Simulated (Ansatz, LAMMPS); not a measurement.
# An extra electron or hole in amorphous 59Ga2O3-41P2O5 (mol %) (128 atoms), part 2 of 4

Aim: add and remove one electron in amorphous 59Ga2O3-41P2O5 (mol %) (128 atoms), with atoms held and relaxed, and read trapping energy and localisation.

Ansatz 0.2.0; Kohn-Sham DFT, PBE, PAW (set soft_1), plane waves.

The cell: 26 Ga, 18 P and 84 O. The quench rate of 100 K/ps far exceeds what a furnace or splat quench reaches. The network of bonds at the start is that of the classical potential that made the cell. Sampling is at Γ alone, for a cell whose shortest periodic width is 12 Å.

So far. Step 2 (Single point at the start): The r.m.s. force at the start is 1.1 eV/Å. Step 3 (Relaxation): The relaxation converged after 21 steps, 11.4 eV below its start, with a largest force component of 0.033 eV/Å.

### Step 4. Single point at the relaxed geometry

One more single point at the end of the walk gives the fuller output and checks the residual forces.

input.yaml

```yaml
crystal:
  lattice:
    - [11.58385, 0.0, 0.0]
    - [0.0, 11.58385, 0.0]
    - [0.0, 0.0, 11.58385]
  atoms:
    - { symbol: Ga, position: [0.93865, 0.78287, 0.91399] }
    - { symbol: Ga, position: [0.66715, 0.8181, 0.89761] }
    - { symbol: Ga, position: [0.57537, 0.76624, 0.15243] }
    - { symbol: Ga, position: [0.95584, 0.19794, 0.45657] }
    - { symbol: Ga, position: [0.33808, 0.38048, 0.16827] }
    - { symbol: Ga, position: [0.17565, 0.41193, 0.7401] }
    [... 116 atom lines left out ...]
    - { symbol: O, position: [0.67665, 0.67413, 0.4779] }
    - { symbol: O, position: [0.06262, 0.08852, 0.75915] }
    - { symbol: O, position: [0.65538, 0.14143, 0.74319] }
    - { symbol: O, position: [0.58487, 0.39621, 0.8346] }
    - { symbol: O, position: [0.38983, 0.89759, 0.24174] }
    - { symbol: O, position: [0.1791, 0.45288, 0.90009] }
kpoints:
  mp_grid: { grid: [1, 1, 1] }
hamiltonian:
  xc: pbe
  pseudopotentials: { kind: paw, azcp: { folder: soft_1 } }
scf:
  occupations: { method: fermi_dirac, width: 0.025 }
output:
  forces: true
  stress: true
  populations: intrinsic
  dos:
    method: { smearing: { sigma: 0.15 } }
    de: 0.1
    projected: { site_lists: { Ga: [Ga], O: [O], P: [P] } }
  eigenvalues: true
  write_density: true
  write_potential: true
  volumetric_format: npy
  elf: true
```

Run with:

```sh
$ ansatz run input.yaml --threads 4 --pin off --max-ram 15872MiB --backend cpu --events-out ev --progress --plain --runs-dir out
```

Numbers of over 12 decimals in the logs are rounded to 6 here.

What it wrote:

```text
[...]
Crystal: 128 atoms, lattice volume = 1554.386 Å³
Basis set: ecut = 420 eV, 30551 PW (Γ), exchange–correlation on 160×160×160 points (8 copies of the dense FFT grid, shifted against one another)
Bands: 594, of which v1, the nominal top of the filled ones, is band 466 counted from 1 (465 counted from 0)
Symmetry: 1 space group operations
[...]
k-points: 1
[...]
SCF iter   1: F=—  HF=-159727.234582 eV  |F-HF|=—  |Δ(HF+E_count)|=         —  Δρ=1.25e-1  dr2=1.92e2  ethr=3.10e-3  ⟨swp⟩=6.0  Hψ=2568  notcnv=0  defer=47
[...]
SCF iter  14: F=-159664.690558 eV  HF=-159664.690558 eV  |F-HF|=5.24e-10  |Δ(HF+E_count)|=   6.77e-8  Δρ=1.66e-6  dr2=3.80e-8  ethr=1.07e-11  ⟨swp⟩=22.0  Hψ=5747  notcnv=0
SCF 1 converged in 14 iterations: F = -159664.690558 eV  dr2 = 3.80e-8
[...]
SCF converged after 14 iterations
Free energy (F): -159664.690558 eV
[...]
Internal energy: -159664.690558 eV  (E = F + TS)
E sigma→0 (E₀):  -159664.690558 eV
Fermi energy:    6.190403 eV
[...]
--- Forces (eV/Å), atoms counted from 1 ---
  atom   1  Ga    -0.02666534     0.00513775    -0.00104297
  atom   2  Ga     0.01304740     0.00374438     0.00634274
  atom   3  Ga    -0.00035181     0.00779521    -0.00005281
  atom   4  Ga    -0.01321012    -0.01405699    -0.00123306
  atom   5  Ga     0.00538144    -0.00733408    -0.00613215
  atom   6  Ga    -0.00159917    -0.00217747     0.00237902
  atom   7  Ga     0.00007679     0.00004134     0.00837979
  atom   8  Ga    -0.01029098     0.00550803    -0.00105102
  atom   9  Ga    -0.00170666     0.00161610     0.00885492
  atom  10  Ga     0.00670091     0.00539427    -0.01109107
  atom  11  Ga    -0.00464854    -0.00608888    -0.01009055
  atom  12  Ga     0.02165153    -0.00038724     0.00298171
  atom  13  Ga    -0.01415398     0.00218842     0.00325700
  atom  14  Ga     0.01059736     0.00091198    -0.00595437
[...]
atom 127  O      0.00475453     0.00829954    -0.00385884
  atom 128  O      0.00559836    -0.00124062    -0.00359204
  max |Σ_I F_I| component: 1.18e-5 eV/Å
--- Stress (GPa, compression-positive) ---
        0.010396      -0.930848       0.041896
       -0.930848       2.844958      -0.191876
        0.041898      -0.191875       0.947717
  P = ⅓ Tr σ = 1.2677 GPa (12.677 kbar)
--- Band table (eV) ---
[...]
--- intrinsic populations: 128 sites ---
  site symbol       q [e]
     0     Ga     11.9226
     1     Ga     11.9262
     2     Ga     11.9086
[...]
127      O      6.8158
  spilling = 0.000000 (of n_electrons = 932.000000)
```

Run time: 36 s. Hardware: 4 threads of Intel Xeon Platinum 8488C (Sapphire Rapids), shared host; peak memory 2.7 GiB.

The run gave:

```yaml
free_energy: -159664.6906 eV
free_energy_per_atom: -1247.3804 eV/atom
scf_cycles: 14
pressure: 1.268 GPa
r_m_s_force_component: 0.00818 eV/Å
longest_force: 0.04073 eV/Å
fermi_energy: 6.19 eV
spacing_of_highest_filled_and_lowest_empty_level: 2.735 eV
```

Intrinsic-atomic-orbital charges by element and coordination:

```csv
element,coordination,atoms,mean charge (e),spread,least,most
Ga,all,26,1.10,0.0238,1.07,1.16
Ga,4,10,1.11,0.023,1.07,1.16
Ga,5,13,1.09,0.0179,1.07,1.12
Ga,6,3,1.07,0.0011,1.07,1.07
O,all,84,-0.786,0.0337,-0.831,-0.691
O,2,58,-0.804,0.0153,-0.831,-0.747
O,3,25,-0.748,0.0272,-0.799,-0.709
O,4,1,-0.691,0,-0.691,-0.691
P,all,18,2.08,0.0112,2.06,2.10
```

Density of states as counts of states in windows of 1 eV (from the Fermi level), total and the larger projections:

```csv
from (eV),to (eV),total,O p,Ga p,Ga s,O s
-10,-9,19.8,11.4,0.9,2.2,2.3
-9,-8,28.3,17.9,1.1,4.0,1.4
-8,-7,39.0,25.9,2.5,2.4,2.4
-7,-6,47.2,32.8,3.2,1.3,3.3
-6,-5,50.8,39.1,3.8,1.6,2.6
-5,-4,71.1,60.7,3.9,0.8,2.1
-4,-3,89.6,81.8,2.2,0.5,1.3
-3,-2,98.1,93.3,1.3,0.3,0.9
-2,-1,43.8,42.3,0.5,0.1,0.3
-1,1,0.0,0.0,0.0,0.0,0.0
1,2,2.0,0.2,0.1,1.1,0.5
2,3,7.8,1.6,1.0,3.5,1.3
3,4,16.2,3.5,1.8,7.2,2.1
4,5,23.1,5.3,3.0,10.0,2.3
```

Between -24 and -10 eV lie 444 more states.

The levels nearest the highest filled one (over half full), pooled over k-points and spins:

```csv
level less the highest filled one (eV),occupation
-0.306,2
-0.286,2
-0.272,2
-0.263,2
-0.183,2
0,2
2.74,0
3.88,0
3.90,0
4.15,0
4.26,0
4.43,0
```

Valence density in the ac plane at fractional y = 0.189, with atoms of Ga and P and O within 0.2 Å of it. It is the smooth field of the valence electrons, not physical close to the nuclei.

Ten steps, logarithmic in the rise over the least value, from '0' (0 e/Å³) to '9' (24 e/Å³), each cell a mean:
```
000001234323785210000000000001110
000001356432232221000000000123431
100001245321124553100000000246752
110000122100125663100000000146653
221100001000013443111221000023432
122100011110001222123442100001221
221100011110011232223442100013332
210000001111124554211221111246653
100000000011135774200001111246753
000000000011124553100001121124431
000000000122211111000001222111111
211221001244310000000001354311344
422343111244310000000001355322699
422333233222100000000001233212688
111122489621000001110000000001233
100001489621100012221100000001222
210000134211211123321100000001233
321100000012221112211000000001233
223332100001111000000000000001222
235664200000000000000000000002221
235664200000000000000000000124543
112332100000000111100000000146763
100110000001332111000000000135652
000000011113786210000000000012221
```
Columns run along a (11.6 Å), rows up along c (11.6 Å). Atoms in or near the plane, at fractional coordinates: Ga at (0.96, 0.46), Ga at (0.24, 0.37), P at (0.98, 0.76), P at (0.98, 0.19), O at (0.91, 0.65), O at (0.47, 0.64), O at (0.91, 0.09), O at (0.11, 0.16), O at (0.90, 0.87).

ELF in the ac plane at fractional y = 0.189, with atoms of Ga and P and O within 0.2 Å of it. It is the smooth field of the valence electrons, not physical close to the nuclei.

Ten even steps from '0' (0.00) to '9' (0.86), each cell a mean:
```
000014788841001110000001000011110
100026999972113454200000000367875
300004899851158998510000003797698
321001366410289889510232003897688
232100011000168887325887300367885
033100012320012343358999500012420
133100125641013565358998400246873
321000024431268788414664111597688
300000001112488569610121111597688
100000000123357899510001111258986
001342001477522464100002465312321
114787202799951000000015899831111
126998412699972000000015999831000
126887311246630000000003898621100
112553100011000001111000243101122
410111100012221112223210000003566
630000111125764211122200000026888
742221001147986211111000000025788
146788400036875200000000000012542
189789820002321000000000000135640
378789720000000023200000000588897
326887300000000146630001101697588
201331000011111135530012200489897
100011234321000112210012200035653
```
Columns run along a (11.6 Å), rows up along c (11.6 Å). Atoms in or near the plane, at fractional coordinates: Ga at (0.96, 0.46), Ga at (0.24, 0.37), P at (0.98, 0.76), P at (0.98, 0.19), O at (0.91, 0.65), O at (0.47, 0.64), O at (0.91, 0.09), O at (0.11, 0.16), O at (0.90, 0.87).

Filled and empty levels are parted by 2.74 eV (at Γ alone); a semilocal functional tends to put such gaps too low. In a disordered cell it changes from sample to sample, and tail or defect levels can set it. Mean intrinsic-atomic-orbital charges: Ga +1.10, O -0.79, P +2.08 e. The largest share in the top eV of filled states is O p (97 % of the projected weight), and in the lowest eV of empty states Ga s (53 % of the projected weight).

### Step 5. An extra electron, atoms held

The electron count changes by one with the atoms held: a vertical process, on a uniform background, with spin and a narrow Fermi–Dirac smearing. Its energy against the neutral cell hangs on the program's zero of potential.

input.yaml

```yaml
crystal:
  lattice:
    - [11.58385, 0.0, 0.0]
    - [0.0, 11.58385, 0.0]
    - [0.0, 0.0, 11.58385]
  atoms:
    [... the 128 atom lines of step 4 ...]
total_charge: -1
kpoints:
  mp_grid: { grid: [1, 1, 1] }
hamiltonian:
  xc: pbe
  pseudopotentials: { kind: paw, azcp: { folder: soft_1 } }
scf:
  occupations: { method: fermi_dirac, width: 0.01 }
  lower_state_search: "off"
output:
  forces: true
  stress: true
  populations: intrinsic
  dos:
    method: { smearing: { sigma: 0.08 } }
    de: 0.1
    projected: { site_lists: { Ga: [Ga], O: [O], P: [P] } }
  eigenvalues: true
  write_density: true
  write_potential: true
  volumetric_format: npy
magnetization:
  spin_polarized: true
  initial_magnetization: 1
```

What it wrote:

```text
[...]
Crystal: 128 atoms, lattice volume = 1554.386 Å³
Basis set: ecut = 420 eV, 30551 PW (Γ), exchange–correlation on 160×160×160 points (8 copies of the dense FFT grid, shifted against one another)
Bands: 595, of which v1, the nominal top of the filled ones, is band 467 counted from 1 (466 counted from 0)
Symmetry: 1 space group operations
[...]
k-points: 1
[...]
Starting moments: Σ|m| = 1 μB on 128 of 128 sites
[...]
SCF iter   1: F=—  HF=-159716.699366 eV  |F-HF|=—  |Δ(HF+E_count)|=         —  Δρ=6.17e-2 (↑6.05e-2 ↓6.17e-2)  dr2=1.87e2  dr2_m=1.97e-2  M=1.000 μB ∫|m|=1.086 μB  β_m=1.00  ethr=3.10e-3  ⟨swp⟩=6.0  Hψ=5142  notcnv=0  defer=98
[...]
spin=Collinear: Resta preconditioning applied to the charge; magnetization (m = ρ↑ − ρ↓) channel mixes plain (no charge-response kernel on spin).
SCF iter   2: F=—  HF=-159678.092302 eV  |F-HF|=—  |Δ(HF+E_count)|=         —  Δρ=3.61e-2 (↑3.60e-2 ↓3.61e-2)  dr2=6.44e1  dr2_m=1.20e-3  M=0.854 μB ∫|m|=0.985 μB  β_m=0.30  ethr=3.10e-3  ⟨swp⟩=2.0  Hψ=2281  notcnv=0  defer=242
[...]
SCF iter   8: F=—  HF=-159657.126166 eV  |F-HF|=—  |Δ(HF+E_count)|=   3.78e-3  Δρ=3.50e-4 (↑3.50e-4 ↓2.97e-4)  dr2=4.32e-3  dr2_m=2.74e-4  M=0.673 μB ∫|m|=0.786 μB  β_m=0.30  ethr=1.99e-6  ⟨swp⟩=2.0  Hψ=1636  notcnv=0  defer=244
[...]
spin-set hold released at iteration 8 (site moments contracting): the magnetisation degrees of freedom join the quasi-Newton model from the next iteration; the mixer history was flushed
SCF iter   9: F=—  HF=-159657.127933 eV  |F-HF|=—  |Δ(HF+E_count)|=   1.77e-3  Δρ=2.35e-4 (↑2.35e-4 ↓2.01e-4)  dr2=2.03e-3  dr2_m=1.61e-4  M=0.664 μB ∫|m|=0.775 μB  β_m=0.62  ethr=4.63e-7  ⟨swp⟩=3.0  Hψ=1775  notcnv=0  defer=244
[...]
SCF iter  19: F=-159657.131237 eV  HF=-159657.131237 eV  |F-HF|=4.80e-9  |Δ(HF+E_count)|=   3.89e-8  Δρ=4.89e-7 (↑4.87e-7 ↓4.89e-7)  dr2=1.03e-8  dr2_m=3.43e-10  M=0.546 μB ∫|m|=0.634 μB  ethr=1.62e-12  ⟨swp⟩=6.0  Hψ=7089  notcnv=0
SCF 1 converged in 19 iterations: F = -159657.131237 eV  dr2 = 1.03e-8
[...]
SCF converged after 19 iterations
Magnetization: 0.5462 μB (466.7731 up, 466.2269 down)
Absolute magnetization: 0.5845 μB (∫|ρ↑−ρ↓|, with the PAW one-centre terms)
[...]
Per-site moments (μB) at R_I (Å): [(0.0016462, 0.768451), (0.00373214, 0.777109), (0.00435701, 0.770956), (0.000804243, 0.747464), (0.00206426, 0.747408), [...]
Free energy (F): -159657.131237 eV
[...]
Internal energy: -159657.120527 eV  (E = F + TS)
E sigma→0 (E₀):  -159657.125882 eV
Entropy (-TS):   -0.010710 eV (-0.084 meV/atom)
Fermi energy:    7.588125 eV
[...]
--- Forces (eV/Å), atoms counted from 1 ---
  atom   1  Ga    -0.04861471     0.03323732     0.11188342
  atom   2  Ga     0.07868189    -0.08187971     0.02484042
  atom   3  Ga     0.02464967    -0.06700970     0.02942280
  atom   4  Ga     0.08048646    -0.03597831     0.01447821
  atom   5  Ga     0.08403834    -0.07951390     0.00221462
  atom   6  Ga     0.08359841     0.07234576    -0.00106954
  atom   7  Ga    -0.00978577     0.09625555    -0.07266712
  atom   8  Ga     0.03708566     0.01664260     0.05571117
  atom   9  Ga    -0.07215044     0.11272751     0.01481049
  atom  10  Ga    -0.12335556     0.04806506    -0.12088889
  atom  11  Ga     0.03995111    -0.02764842    -0.12783457
  atom  12  Ga    -0.04719775    -0.09103925     0.01398753
  atom  13  Ga    -0.00145824     0.00720698     0.00424261
  atom  14  Ga    -0.05026614     0.14548298     0.05334373
[...]
atom 127  O      0.05444969     0.01015723    -0.02752421
  atom 128  O     -0.02610621     0.01662206     0.10553650
  max |Σ_I F_I| component: 2.83e-5 eV/Å
--- Stress (GPa, compression-positive) ---
        0.749400      -0.845679       0.070922
       -0.845679       3.503230      -0.166654
        0.070924      -0.166654       1.603792
  P = ⅓ Tr σ = 1.9521 GPa (19.521 kbar)
--- Band table (eV) ---
[...]
--- intrinsic populations: 128 sites ---
  site symbol       q [e]    m [muB]
     0     Ga     11.9379     0.0085
     1     Ga     11.9542     0.0171
     2     Ga     11.9405     0.0206
[...]
127      O      6.8191     0.0020
  spilling = -0.000000 (of n_electrons = 933.000000)
```

Run time: 79 s. Hardware: 4 threads; peak memory 4.5 GiB; 5.1 min of CPU time.

An extra electron, atoms held: the energy stands 7.56 eV above that of the reference, with a moment of 0.55 μB. An odd electron should give 1 μB; this run ended with the carrier shared between both spins.

The levels nearest the highest filled one (over half full), pooled over k-points and spins:

```csv
level less the highest filled one (eV),occupation
-2.92,1
-2.77,1
-2.77,1
0,0.773
0.0245,0.227
1.16,0
1.17,0
1.19,0
```

Spin density in the ac plane at fractional y = 0.189, with atoms of Ga and P and O within 0.2 Å of it.

Values in units of 1e-3 e/Å³, 13 rows by 16 columns, each cell a mean:
```
 0.2  0.6  0.5 -0.3 -0.1  1.5  0.2  0.6  0.1  0.1  0.1  0.1  0.1  0.1  0.1  0.1
 0.2  0.3  0.3 -0.1  0.0  0.2  0.2  0.5 -0.1  0.1  0.1  0.1  0.1  0.1  2.3  0.9
 0.2  0.0  0.4  1.1  1.0  0.5  0.1  0.0  0.2  0.1  0.0  0.0  0.1  0.0  0.1  0.2
 0.1  0.0  0.2  0.7  0.6  0.5  0.1  0.1  0.2  0.1  0.0  0.1  0.2  0.1  0.2  0.1
 0.1  0.1  0.1  0.1  0.2  0.5  0.2  1.9  0.0  0.1  0.1  0.4  0.5  0.1  1.0  0.2
 0.4  0.2  0.1  0.0  0.1  0.1  0.0  0.0  0.0  0.1  0.2  0.3  0.2  0.0  0.1  0.3
 0.8  0.2 -0.1  0.0  0.1  0.6  0.0  0.1  0.1  0.0  0.0  0.0  0.0  0.0  0.3 -0.3
 0.5  0.0  0.1  0.5  0.6  0.8  0.2  0.4  0.3  0.0  0.0  0.0  0.0  0.1  0.3 -0.1
 0.1  0.3  1.9  1.4  1.6  2.0  0.3  1.2  1.3  0.2  0.0  0.0  0.0  0.1  0.0  0.1
 0.1  0.3  1.0  3.0  2.8  0.3 -0.1  1.1  2.3  1.0  0.2  0.1  0.0  0.1  0.1  0.1
 0.2  0.0  0.5  0.3  0.6  0.3  0.2  0.5  0.9  0.5  0.2  0.1  0.0  0.1  0.2  0.1
 0.0  0.3  0.6  0.2  0.9  2.0  1.8  0.5  0.1  0.1  0.1  0.1  0.0  0.0  0.7  0.7
 0.2  0.5  0.7  0.5  1.2  3.9  1.4  1.2  0.0  0.0  0.1  0.1  0.1  0.1  0.6  0.4
```
Columns run along a (11.6 Å), rows up along c (11.6 Å). Atoms in or near the plane, at fractional coordinates: Ga at (0.96, 0.46), Ga at (0.24, 0.37), P at (0.98, 0.76), P at (0.98, 0.19), O at (0.91, 0.65), O at (0.47, 0.64), O at (0.91, 0.09), O at (0.11, 0.16), O at (0.90, 0.87).

### Step 6. An extra electron, atoms relaxed

The atoms now respond to the charge; the energy gained comes from screening by the atoms, from trapping if the charge localises, and from any strain left in the reference.

input.yaml, the sections that differ from step 5:

```yaml
output:
  forces: true
relax:
  f_tol: 0.05
  max_steps: 90
# crystal, total_charge, kpoints, hamiltonian, scf, magnetization: as in step 5
```

What it wrote:

```text
[...]
Crystal: 128 atoms, lattice volume = 1554.386 Å³
Basis set: ecut = 420 eV, 30551 PW (Γ), exchange–correlation on 160×160×160 points (8 copies of the dense FFT grid, shifted against one another)
Bands: 595, of which v1, the nominal top of the filled ones, is band 467 counted from 1 (466 counted from 0)
Symmetry: 1 space group operations
[...]
k-points: 1
[...]
Starting moments: Σ|m| = 1 μB on 128 of 128 sites
[...]
SCF iter   1: F=—  HF=-159716.699367 eV  |F-HF|=—  |Δ(HF+E_count)|=         —  Δρ=6.17e-2 (↑6.05e-2 ↓6.17e-2)  dr2=1.87e2  dr2_m=1.97e-2  M=1.000 μB ∫|m|=1.086 μB  β_m=1.00  ethr=3.10e-3  ⟨swp⟩=6.0  Hψ=5142  notcnv=0  defer=98
[...]
SCF iter   2: F=—  HF=-159678.092313 eV  |F-HF|=—  |Δ(HF+E_count)|=         —  Δρ=3.61e-2 (↑3.60e-2 ↓3.61e-2)  dr2=6.44e1  dr2_m=1.20e-3  M=0.854 μB ∫|m|=0.985 μB  β_m=0.30  ethr=3.10e-3  ⟨swp⟩=2.0  Hψ=2281  notcnv=0  defer=242
[...]
SCF iter   8: F=—  HF=-159657.125758 eV  |F-HF|=—  |Δ(HF+E_count)|=   3.36e-3  Δρ=3.50e-4 (↑3.50e-4 ↓2.98e-4)  dr2=4.33e-3  dr2_m=2.73e-4  M=0.673 μB ∫|m|=0.786 μB  β_m=0.30  ethr=1.99e-6  ⟨swp⟩=2.0  Hψ=1757  notcnv=0  defer=244
[...]
SCF iter  10: F=—  HF=-159657.130840 eV  |F-HF|=—  |Δ(HF+E_count)|=   3.32e-3  Δρ=8.78e-5 (↑8.78e-5 ↓6.62e-5)  dr2=2.91e-4  dr2_m=1.58e-5  M=0.634 μB ∫|m|=0.739 μB  β_m=0.67  ethr=2.17e-7  ⟨swp⟩=2.5  Hψ=1747  notcnv=0  defer=244
[...]
SCF iter  14: F=-159657.131233 eV  HF=-159657.131233 eV  |F-HF|=1.64e-7  |Δ(HF+E_count)|=   8.63e-6  Δρ=9.88e-6 (↑9.88e-6 ↓8.53e-6)  dr2=1.35e-6  dr2_m=7.98e-7  M=0.579 μB ∫|m|=0.673 μB  β_m=0.91  ethr=3.32e-10  ⟨swp⟩=1.0  Hψ=3080  notcnv=0
SCF iter  15: F=-159657.131235 eV  HF=-159657.131235 eV  |F-HF|=3.98e-8  |Δ(HF+E_count)|=   1.93e-6  Δρ=6.58e-6 (↑6.58e-6 ↓6.55e-6)  dr2=6.24e-7  dr2_m=4.35e-7  M=0.570 μB ∫|m|=0.663 μB  ethr=1.44e-10  ⟨swp⟩=1.0  Hψ=3128  notcnv=0
SCF 1 converged in 15 iterations: F = -159657.131235 eV  dr2 = 6.24e-7
[...]
relax step   1: F+E_penalty+E_count = -159657.13123491 eV  Δ(F+E_penalty+E_count) = +0.000e0 eV  max|allowed force component| = 1.667e-1 eV/Å  Δτ_max = 0.0000 Å  (15 SCF iters, dr2 threshold 6.25e-5 eV, accepted)
[...]
relax step   2: F+E_penalty+E_count = -159657.14574330 eV  Δ(F+E_penalty+E_count) = -1.451e-2 eV  max|allowed force component| = 9.344e-2 eV/Å  Δτ_max = 0.0083 Å  (8 SCF iters, accepted)
[...]
relax step   3: F+E_penalty+E_count = -159657.15515536 eV  Δ(F+E_penalty+E_count) = -9.412e-3 eV  max|allowed force component| = 4.271e-2 eV/Å  Δτ_max = 0.0127 Å  (12 SCF iters, accepted)
SCF converged after 12 iterations
Magnetization: 0.6024 μB (466.8012 up, 466.1988 down)
Absolute magnetization: 0.6452 μB (∫|ρ↑−ρ↓|, with the PAW one-centre terms)
[...]
Per-site moments (μB) at R_I (Å): [(0.0017876, 0.768368), (0.00421516, 0.779634), (0.00512538, 0.773540), (0.000853191, 0.749820), (0.00226284, 0.749014), [...]
Free energy (F): -159657.155155 eV
[...]
Internal energy: -159657.145181 eV  (E = F + TS)
E sigma→0 (E₀):  -159657.150168 eV
Entropy (-TS):   -0.009974 eV (-0.078 meV/atom)
Fermi energy:    7.543313 eV
[...]
Σ components = -159657.155155   (vs F -159657.155155, Δ=0.00e0)
--- Forces (eV/Å), atoms counted from 1 ---
  atom   1  Ga     0.01313236     0.00513555     0.01726497
  atom   2  Ga     0.00061549     0.01602505    -0.00438647
  atom   3  Ga    -0.00380914     0.00775080    -0.00444307
  atom   4  Ga     0.00672515    -0.00123599     0.02690073
[...]
atom 128  O      0.00524363    -0.01104862    -0.01939088
  max |Σ_I F_I| component: 1.94e-5 eV/Å
--- Relaxed structure (3 steps of the walk, 3 accepted, 0 SCFs on fresh bases) ---
  F+E_penalty+E_count = -159657.15515536 eV   max|allowed force component| = 4.271e-2 eV/Å
  atoms:
    - { symbol: Ga, position: [0.938490, 0.783081, 0.914237] }
    - { symbol: Ga, position: [0.667272, 0.818318, 0.897400] }
    - { symbol: Ga, position: [0.575098, 0.765914, 0.152020] }
    - { symbol: Ga, position: [0.956025, 0.198252, 0.457029] }
[...]
- { symbol: O, position: [0.179054, 0.452524, 0.901234] }
```

Run time: 2 min. Hardware: 4 threads; peak memory 4.4 GiB; 7.6 min of CPU time.

The relaxation converged after 3 steps, 0.0239 eV below its start, with a largest force component of 0.043 eV/Å.

An extra electron, atoms relaxed: the energy stands 7.54 eV above that of the reference, with a moment of 0.60 μB.

[end of part 2 of 4]

[Logs are printed without paths, hosts, clocks, repeated set-up lines and the standing remarks that a program may print on its own settings, such as how far it seeks lower states.]

[Hosts, paths, dates, database ids (printed as entryN), source tags and the programs' standing remarks are cut or masked in the printed files.]
